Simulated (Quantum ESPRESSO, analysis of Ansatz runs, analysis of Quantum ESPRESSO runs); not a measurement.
# Local vibrational mode of interstitial H+ in rutile SnO2 (PBE) (Quantum ESPRESSO)

Aim: the local vibrational mode of interstitial H+ in rutile SnO2, to be set beside the measurement. Set-up: PBE, PseudoDojo 0.4.1 SR PBE standard, 24-site cell, PBE lattice, k: the single point 1/4 1/4 1/4. The model is a cell of 24 host atoms with 1 H put in. The frequencies come from force constants among the defect atom and its neighbours, with the masses of the isotopes named. Other potentials or another program check that the number doesn't hang on one set of files.

**The experiment.** O-H stretch, 1H: 3156.1 cm⁻¹ at 4.2 K, by polarized FTIR absorption (“Hydrogen impurities and shallow donors in SnO2 studied by infrared spectroscopy”, 2011, F. Bekisli et al.). O-D stretch, 2H: 2360.4 cm⁻¹ at 4.2 K, by polarized FTIR absorption (“Hydrogen impurities and shallow donors in SnO2 studied by infrared spectroscopy”, 2011, F. Bekisli et al.). The runs below try to reproduce this.

Program: Quantum ESPRESSO 7.5. Level of theory: Quantum ESPRESSO plane-wave DFT, PBE, PseudoDojo 0.4.1 SR PBE standard potentials; relaxation of all atoms of a defect supercell. Results are calculated unless marked as measured.

### Step 1. The starting structure

The cell holds 25 atoms: 8 Sn, 16 O and 1 H. Its edges and angles: a = 6.835 Å, b = 6.835 Å, c = 6.494 Å, α = 90.0°, β = 90.0°, γ = 90.0°. It derives from SnO2 (space group P4_2/mnm). Nearest the centre at fractional (0.648, 0.307, 0.250): H25 at 0.02 Å, O8 at 1.00 Å, Sn2 at 2.31 Å, Sn14 at 2.33 Å, Sn4 at 2.34 Å, O6 at 2.36 Å, O18 at 2.37 Å, O11 at 2.51 Å. The cell carries charge +1.

The host's primitive cell comes from a first run (Quantum ESPRESSO plane-wave DFT, PBE, PseudoDojo 0.4.1 SR PBE standard potentials; relaxation of cell and atoms of a defect-free cell): vectors of 4.833, 4.833 and 3.247 Å. That is 12.64 Å³ an atom, 6.0 % over the diffraction cell's volume. The supercell is built on it.

### Step 2. Relaxation, charge +1

Every later number rests on the structure around the defect, so the atoms are relaxed at the host's lattice first.

Input file pw.in:

```
&CONTROL
  calculation = 'relax'
  prefix = 'pwscf'
  outdir = './tmp'
  pseudo_dir = './pseudo'
  tprnfor = .true.
  disk_io = 'low'
  nstep = 70
  forc_conv_thr = 0.00039
  etot_conv_thr = 0.0001
/
&SYSTEM
  ibrav = 0
  nat = 25
  ntyp = 3
  ecutwfc = 84
  nbnd = 108
  occupations = 'smearing'
  smearing = 'fd'
  degauss = 0.00073499
  tot_charge = 1
  nosym = .true.
/
&ELECTRONS
  conv_thr = 3d-08
  electron_maxstep = 100
  mixing_beta = 0.5
/
&IONS
  ion_dynamics = 'bfgs'
/
ATOMIC_SPECIES
Sn   118.7100 Sn.upf
O     15.9990 O.upf
H      1.0080 H.upf
CELL_PARAMETERS angstrom
   4.8333446823    4.8333446823    0.0000000000
  -4.8333446823    4.8333446823    0.0000000000
   0.0000000000    0.0000000000    6.4940892827
ATOMIC_POSITIONS crystal
Sn    -0.0003683797   -0.0012162929    0.0027740596
Sn     0.5018515169    0.4992770626    0.0022600385
Sn    -0.0009531721    0.5027527800    0.2497120126
Sn     0.5001432660   -0.0020964608    0.2521430593
O      0.3043515693   -0.0016813660    0.0002116618
O      0.8045947442    0.5019871890   -0.0001484263
O      0.0005634836    0.8038808424    0.2496988292
O      0.5010728979    0.3040442276    0.2504145616
O      0.1915574354    0.4976220308    0.0000003717
O      0.6910205749    0.0009904445   -0.0016824488
O     -0.0017380213    0.1954843879    0.2508171152
O      0.4973707481    0.6942130215    0.2509080691
Sn    -0.0007851314   -0.0022939967    0.4982761409
Sn     0.4997006499    0.5024791144    0.4983948710
Sn     0.0012638554    0.5010230112    0.7525603941
Sn     0.5006404691   -0.0017190148    0.7476007339
O      0.3093471465   -0.0013210772    0.5000874352
O      0.8094621014    0.5007835074    0.5007627328
O      0.0019645832    0.8053809380    0.7482197442
O      0.5019816488    0.3045990104    0.7497418767
O      0.1939744118    0.4971654680    0.4998531028
O      0.6919755233   -0.0022570550    0.4985834700
O      0.0006896048    0.1958236405    0.7512998168
O      0.5003062991    0.6959576393    0.7511541477
H      0.6502997123    0.3061046765    0.2513537934
K_POINTS crystal
1
0.25 0.25 0.25 1.0
```

Run with:

```console
$ OMP_NUM_THREADS=1 mpirun -n 4 pw.x -in pw.in > pw.out
```

The program printed:

```text
This program is part of the open-source Quantum ESPRESSO suite
     for quantum simulation of materials; please cite
         "P. Giannozzi et al., J. Phys.:Condens. Matter 21 395502 (2009);
         "P. Giannozzi et al., J. Phys.:Condens. Matter 29 465901 (2017);
         "P. Giannozzi et al., J. Chem. Phys. 152 154105 (2020);
          URL
     in publications or presentations arising from this work. More details at

     Subspace diagonalization in iterative solution of the eigenvalue problem:
     a serial algorithm will be used

     --------------------
     sticks:   dense  smooth     PW     G-vecs:    dense   smooth      PW
     Min        1117    1117    294                53237    53237    7144
     Max        1118    1118    295                53240    53240    7147
     Sum        4469    4469   1177               212955   212955   28581

     Using Slab Decomposition

     bravais-lattice index     =            0
     lattice parameter (alat)  =      12.9170  a.u.
     unit-cell volume          =    2047.5777 (a.u.)^3
     number of atoms/cell      =           25
     number of atomic types    =            3
     number of electrons       =       208.00
     number of Kohn-Sham states=          108
     kinetic-energy cutoff     =      84.0000  Ry
     charge density cutoff     =     336.0000  Ry
     scf convergence threshold =      3.0E-08
     mixing beta               =       0.5000
     number of iterations used =            8  plain     mixing
     energy convergence thresh.=      1.0E-04
     force convergence thresh. =      3.9E-04
     Exchange-correlation= PBE
                           (   1   4   3   4   0   0   0)
     nstep                     =           70

     celldm(1)=  12.916999  celldm(2)=   0.000000  celldm(3)=   0.000000
     celldm(4)=   0.000000  celldm(5)=   0.000000  celldm(6)=   0.000000

     crystal axes: (cart. coord. in units of alat)
               a(1) = (   0.707107   0.707107   0.000000 )
               a(2) = (  -0.707107   0.707107   0.000000 )
               a(3) = (   0.000000   0.000000   0.950070 )

     reciprocal axes: (cart. coord. in units 2 pi/alat)
               b(1) = (  0.707107  0.707107 -0.000000 )
               b(2) = ( -0.707107  0.707107  0.000000 )
               b(3) = (  0.000000 -0.000000  1.052554 )

     PseudoPot. # 1 for Sn read from file:
     Sn.upf
     Pseudo is Norm-conserving + core correction, Zval = 14.0
     Generated using ONCVPSP code by D. R. Hamann
     Using radial grid of 1628 points,  6 beta functions with:
                l(1) =   0
                l(2) =   0
                l(3) =   1
                l(4) =   1
                l(5) =   2
                l(6) =   2

     PseudoPot. # 2 for O  read from file:
     O.upf
     Pseudo is Norm-conserving + core correction, Zval =  6.0
     Generated using ONCVPSP code by D. R. Hamann
     Using radial grid of  936 points,  5 beta functions with:
                l(1) =   0
                l(2) =   0
                l(3) =   1
                l(4) =   1
                l(5) =   2

     PseudoPot. # 3 for H  read from file:
     H.upf
     Pseudo is Norm-conserving, Zval =  1.0
     Generated using ONCVPSP code by D. R. Hamann
     Using radial grid of 1166 points,  3 beta functions with:
                l(1) =   0
                l(2) =   0
                l(3) =   1

     atomic species   valence    mass     pseudopotential
     Sn               14.00   118.71000     Sn( 1.00)
     O                 6.00    15.99900     O ( 1.00)
     H                 1.00     1.00800     H ( 1.00)

     No symmetry found

   Cartesian axes

     site n.     atom                  positions (alat units)
         1        Sn     tau(   1) = (   0.0005996  -0.0011205   0.0026356  )
         2        Sn     tau(   2) = (   0.0018204   0.7079048   0.0021472  )
         3        Sn     tau(   3) = (  -0.3561739   0.3548259   0.2372438  )
         4        Sn     tau(   4) = (   0.3551371   0.3521723   0.2395535  )
         5        O      tau(   5) = (   0.2163980   0.2140202   0.0002011  )
         6        O      tau(   6) = (   0.2139759   0.9238929  -0.0001410  )
         7        O      tau(   7) = (  -0.5680312   0.5688280   0.2372313  )
         8        O      tau(   8) = (   0.1393203   0.5693038   0.2379113  )
         9        O      tau(   9) = (  -0.2164204   0.4873235   0.0000004  )
        10        O      tau(  10) = (   0.4879250   0.4893257  -0.0015984  )
        11        O      tau(  11) = (  -0.1394573   0.1369994   0.2382938  )
        12        O      tau(  12) = (  -0.1391885   0.8425770   0.2383802  )
        13        Sn     tau(  13) = (   0.0010669  -0.0021773   0.4733971  )
        14        Sn     tau(  14) = (  -0.0019647   0.7086481   0.4735099  )
        15        Sn     tau(  15) = (  -0.3533831   0.3551704   0.7149849  )
        16        Sn     tau(  16) = (   0.3552218   0.3527907   0.7102728  )
        17        O      tau(  17) = (   0.2196756   0.2178073   0.4751179  )
        18        O      tau(  18) = (   0.2182687   0.9264836   0.4757595  )
        19        O      tau(  19) = (  -0.5681012   0.5708795   0.7108609  )
        20        O      tau(  20) = (   0.1395706   0.5703387   0.7123071  )
        21        O      tau(  21) = (  -0.2143885   0.4887097   0.4748953  )
        22        O      tau(  22) = (   0.4908966   0.4877046   0.4736891  )
        23        O      tau(  23) = (  -0.1379806   0.1389558   0.7137872  )
        24        O      tau(  24) = (  -0.1383464   0.8458863   0.7136488  )
        25        H      tau(  25) = (   0.2433826   0.6762800   0.2388036  )

     number of k points=     1  Fermi-Dirac smearing, width (Ry)=  0.0007
                       cart. coord. in units 2pi/alat
        k(    1) = (   0.0000000   0.3535534   0.2631386), wk =   2.0000000

     Dense  grid:   212955 G-vectors     FFT dimensions: (  75,  75,  72)

     Initial potential from superposition of free atoms

     starting charge     208.9876, renormalised to     208.0000
     Starting wfcs are  137 randomized atomic wfcs

     Self-consistent Calculation

     iteration #  1     ecut=    84.00 Ry     beta= 0.50
     Davidson diagonalization with overlap
     ethr =  1.00E-02,  avg # of iterations =  2.0

     total energy              =   -1789.94518615 Ry
     estimated scf accuracy    <       6.82863006 Ry

     iteration #  2     ecut=    84.00 Ry     beta= 0.50
     Davidson diagonalization with overlap
     ethr =  3.28E-03,  avg # of iterations =  2.0

     total energy              =   -1792.05561336 Ry
[...]
atom    5 type  2   force =     0.00003526    0.00002108    0.00029328
     atom    6 type  2   force =     0.00001548   -0.00007320   -0.00002017
     atom    7 type  2   force =    -0.00003730    0.00016703    0.00006891
     atom    8 type  2   force =    -0.00004445    0.00002032   -0.00001553
     atom    9 type  2   force =    -0.00013238   -0.00003237   -0.00020183
     atom   10 type  2   force =    -0.00012457   -0.00020975    0.00027085
     atom   11 type  2   force =     0.00003743    0.00001500    0.00001401
     atom   12 type  2   force =    -0.00017878   -0.00018686   -0.00005628
     atom   13 type  1   force =     0.00001516    0.00003309   -0.00004323
     atom   14 type  1   force =    -0.00022302    0.00012219   -0.00000089
     atom   15 type  1   force =    -0.00000155   -0.00001535    0.00002571
     atom   16 type  1   force =    -0.00002871   -0.00019824    0.00002099
[...]
Total force =     0.001257     Total SCF correction =     0.000037
     Energy error            =      3.9E-06 Ry
     Gradient error          =      4.1E-04 Ry/Bohr

     number of scf cycles    =  31
     number of bfgs steps    =  30

     energy             old  =   -1792.3223669590 Ry
     energy             new  =   -1792.3223708761 Ry

     CASE: energy            _new < energy            _old

     new trust radius        =       0.0018933304 bohr
     new conv_thr            =       0.0000000003 Ry

ATOMIC_POSITIONS (crystal)
Sn              -0.0087319751        0.0020884577       -0.0006964697
Sn               0.5034488746        0.5073667591       -0.0079248396
Sn               0.0074437122        0.5082785897        0.2501309878
Sn               0.4868301164       -0.0200738103        0.2502331183
O                0.2997844539        0.0169570538        0.0031711267
O                0.8087981633        0.5139924369        0.0011416907
O                0.0113666343        0.8121277727        0.2503864293
O                0.5485228708        0.2975603058        0.2502531211
O                0.1991485764        0.4837950139        0.0021157031
O                0.6838769282       -0.0131369510        0.0021957655
O               -0.0396132765        0.2002101857        0.2501917499
O                0.4842167760        0.6805530013        0.2501473327
Sn              -0.0087634148        0.0022894117        0.5011953257
Sn               0.5036275715        0.5071782824        0.5082850289
Sn               0.0026520022        0.5006801889        0.7502028617
Sn               0.4931848994        0.0065193772        0.7502079580
[...]
NEW-OLD atomic charge density approx. for the potential

     Self-consistent Calculation

     iteration #  1     ecut=    84.00 Ry     beta= 0.50
     Davidson diagonalization with overlap
     ethr =  1.00E-06,  avg # of iterations =  3.0

     Threshold (ethr) on eigenvalues was too large:
     Diagonalizing with lowered threshold

     Davidson diagonalization with overlap
     ethr =  4.18E-10,  avg # of iterations =  5.0

     total energy              =   -1792.32237276 Ry
     estimated scf accuracy    <       0.00000168 Ry

     iteration #  2     ecut=    84.00 Ry     beta= 0.50
     Davidson diagonalization with overlap
     ethr =  8.08E-10,  avg # of iterations =  2.0

     total energy              =   -1792.32237286 Ry
     estimated scf accuracy    <       0.00000023 Ry

     iteration #  3     ecut=    84.00 Ry     beta= 0.50
     Davidson diagonalization with overlap
     ethr =  1.12E-10,  avg # of iterations =  2.0

     total energy              =   -1792.32237287 Ry
     estimated scf accuracy    <       0.00000005 Ry

     iteration #  4     ecut=    84.00 Ry     beta= 0.50
     Davidson diagonalization with overlap
     ethr =  2.59E-11,  avg # of iterations =  2.0

     total energy              =   -1792.32237288 Ry
     estimated scf accuracy    <          5.9E-09 Ry

     iteration #  5     ecut=    84.00 Ry     beta= 0.50
     Davidson diagonalization with overlap
     ethr =  2.83E-12,  avg # of iterations =  2.0

     total energy              =   -1792.32237289 Ry
     estimated scf accuracy    <          4.3E-10 Ry

     iteration #  6     ecut=    84.00 Ry     beta= 0.50
     Davidson diagonalization with overlap
     ethr =  2.07E-13,  avg # of iterations =  4.0

     End of self-consistent calculation

          k = 0.0000 0.3536 0.2631 ( 26613 PWs)   bands (ev):

   -12.1464 -12.0228 -11.8240 -11.7970 -11.7468 -11.7023 -11.6364 -11.5253
   -11.4681 -11.4020 -11.3703 -11.3357 -11.2858 -11.2547 -11.2401 -11.2266
   -11.2193 -11.2082 -11.1967 -11.1833 -11.1664 -11.1584 -11.1433 -11.1266
   -11.1007 -11.0380 -10.9922 -10.9897 -10.9809 -10.9627 -10.9510 -10.9436
   -10.9422 -10.9239 -10.9162 -10.9095 -10.8764 -10.8723 -10.8637 -10.8582
   -10.2666  -9.1369  -8.6537  -8.5299  -8.2592  -8.1072  -8.0505  -7.7758
    -7.6622  -7.3118  -7.1933  -6.9978  -6.6934  -6.6212  -6.5835  -6.5146
     1.3032   1.5659   1.8661   1.9408   2.2967   2.7990   2.8573   3.0090
     4.0560   4.3082   4.4113   4.5108   4.6632   4.7055   5.0749   5.1676
     5.1897   5.2829   5.3398   5.4575   5.6514   5.8691   6.2304   6.3893
     6.5618   6.7564   6.8832   6.9153   7.0591   7.1454   7.2780   7.3753
     7.4012   7.4931   7.5360   7.6578   7.7674   7.8013   7.8816   7.9385
     8.0039   8.1083   8.2531   8.2688   8.3001   8.3519   8.4177   8.5890
    11.4649  13.0521  13.1808  13.5717

     the Fermi energy is    10.4319 ev

!    total energy              =   -1792.32237289 Ry
     estimated scf accuracy    <          7.0E-11 Ry
     smearing contrib. (-TS)   =       0.00000000 Ry
     internal energy E=F+TS    =   -1792.32237289 Ry

     The total energy is F=E-TS. E is the sum of the following terms:
     one-electron contribution =    -496.49734244 Ry
     hartree contribution      =     403.32005279 Ry
     xc contribution           =    -488.20337717 Ry
     ewald contribution        =   -1210.94170606 Ry

     convergence has been achieved in   6 iterations

     Forces acting on atoms (cartesian axes, Ry/au):

[...]
atom   18 type  2   force =     0.00005503   -0.00005216    0.00003379
     atom   19 type  2   force =    -0.00013374    0.00016326   -0.00006247
     atom   20 type  2   force =    -0.00003316   -0.00007696   -0.00001528
     atom   21 type  2   force =     0.00005536    0.00002428    0.00016098
     atom   22 type  2   force =     0.00009785   -0.00007201   -0.00008700
     atom   23 type  2   force =     0.00007221   -0.00025945    0.00002413
     atom   24 type  2   force =     0.00005360   -0.00000023    0.00001881
     atom   25 type  3   force =     0.00002790   -0.00003621    0.00001479

     Total force =     0.000801     Total SCF correction =     0.000022
     Energy error            =      2.0E-06 Ry
     Gradient error          =      2.6E-04 Ry/Bohr

     bfgs converged in  32 scf cycles and  31 bfgs steps
     (criteria: energy <  1.0E-04 Ry, force <  3.9E-04 Ry/Bohr)

     End of BFGS Geometry Optimization

     Final energy             =   -1792.3223728851 Ry

     File ./tmp/pwscf.bfgs deleted, as requested
Begin final coordinates

ATOMIC_POSITIONS (crystal)
[...]
O                0.8087141398        0.5130823692        0.4990543157
O                0.0084230600        0.8073922342        0.7500939718
O                0.5129052792        0.3107198322        0.7503639280
O                0.1991524751        0.4840350109        0.4982016035
O                0.6835981901       -0.0139984090        0.4982017586
O               -0.0164362692        0.1949494534        0.7502760869
O                0.4848037531        0.7004875573        0.7501950846
H                0.6936713087        0.2757808642        0.2500301845
End final coordinates

=------------------------------------------------------------------------------=
   JOB DONE.
=------------------------------------------------------------------------------=
```

Run time: 3.7 min. Hardware: 4 MPI ranks of AMD EPYC 9R45, shared host; peak memory 0.72 GiB; 15 min of CPU time.

Step by step (22 of 32):

```
step  energy less that of the first step (eV)
   0                                   0.0000
   1                                  -0.6662
   3                                  -0.8645
   4                                  -0.9073
   6                                  -0.9497
   7                                  -0.9681
   9                                  -0.9953
  10                                  -1.0035
  12                                  -1.0202
  13                                  -1.0311
  15                                  -1.0484
  16                                  -1.0526
  18                                  -1.0580
  19                                  -1.0599
  21                                  -1.0614
  22                                  -1.0616
  24                                  -1.0620
  25                                  -1.0622
  27                                  -1.0625
  28                                  -1.0625
  30                                  -1.0627
  31                                  -1.0627
```

The atoms that moved most (Å):

| atom | dx | dy | dz | length |
| --- | --- | --- | --- | --- |
| H25 | 0.356 | 0.063 | -0.009 | 0.362 |
| O8 | 0.261 | 0.198 | -0.001 | 0.327 |
| O11 | -0.206 | -0.160 | -0.004 | 0.261 |
| Sn4 | 0.023 | -0.151 | -0.012 | 0.153 |
| O17 | -0.141 | 0.047 | -0.018 | 0.150 |
| O5 | -0.112 | 0.068 | 0.019 | 0.133 |
| O12 | 0.002 | -0.130 | -0.005 | 0.130 |
| O23 | -0.079 | -0.087 | -0.007 | 0.117 |

The relaxed structure:

```xyz
25
Lattice="4.8333 4.8333 0.0000 -4.8333 4.8333 0.0000 0.0000 0.0000 6.4941" Properties=species:S:1:pos:R:3 pbc="T T T"
Sn   -0.0523   -0.0321   -0.0045
Sn   -0.0189    4.8856   -0.0515
Sn   -2.4207    2.4927    1.6244
Sn    2.4500    2.2560    1.6250
O     1.3670    1.5309    0.0206
O     1.4249    6.3935    0.0074
O    -3.8704    3.9802    1.6260
O     1.2130    4.0894    1.6252
O    -1.3758    3.3009    0.0137
O     3.3689    3.2419    0.0143
O    -1.1591    0.7762    1.6248
O    -0.9490    5.6297    1.6245
Sn   -0.0534   -0.0313    3.2548
Sn   -0.0172    4.8856    3.3008
Sn   -2.4071    2.4328    4.8719
Sn    2.3522    2.4152    4.8719
O     1.3607    1.5361    3.2298
O     1.4289    6.3887    3.2409
O    -3.8617    3.9431    4.8712
O     0.9772    3.9809    4.8729
O    -1.3769    3.3021    3.2354
O     3.3717    3.2364    3.2354
O    -1.0217    0.8628    4.8724
O    -1.0425    5.7289    4.8718
H     2.0198    4.6857    1.6237
```

Neighbours of H25 at the end:

```csv
atom,distance (Å)
O8,1.003
O11,1.895
O18,2.422
O6,2.425
Sn4,2.467
O10,2.549
O22,2.555
Sn14,2.646
Sn2,2.646
Sn3,2.669
```

First to last step the energy falls by 1.063 eV; the largest move, 0.36 Å, is that of H25.

(Continued in part 2 of 2.)

[Logs are printed without paths, hosts, clocks, repeated set-up lines and the standing remarks that a program may print on its own settings, such as how far it seeks lower states.]

[Hosts, paths, dates, database ids (printed as entryN), source tags and the programs' standing remarks are cut or masked in the printed files.]

[For some hosts the program warned that the k-mesh of the response run may be too coarse for force constants and the static dielectric constant; such warnings are not shown here.]
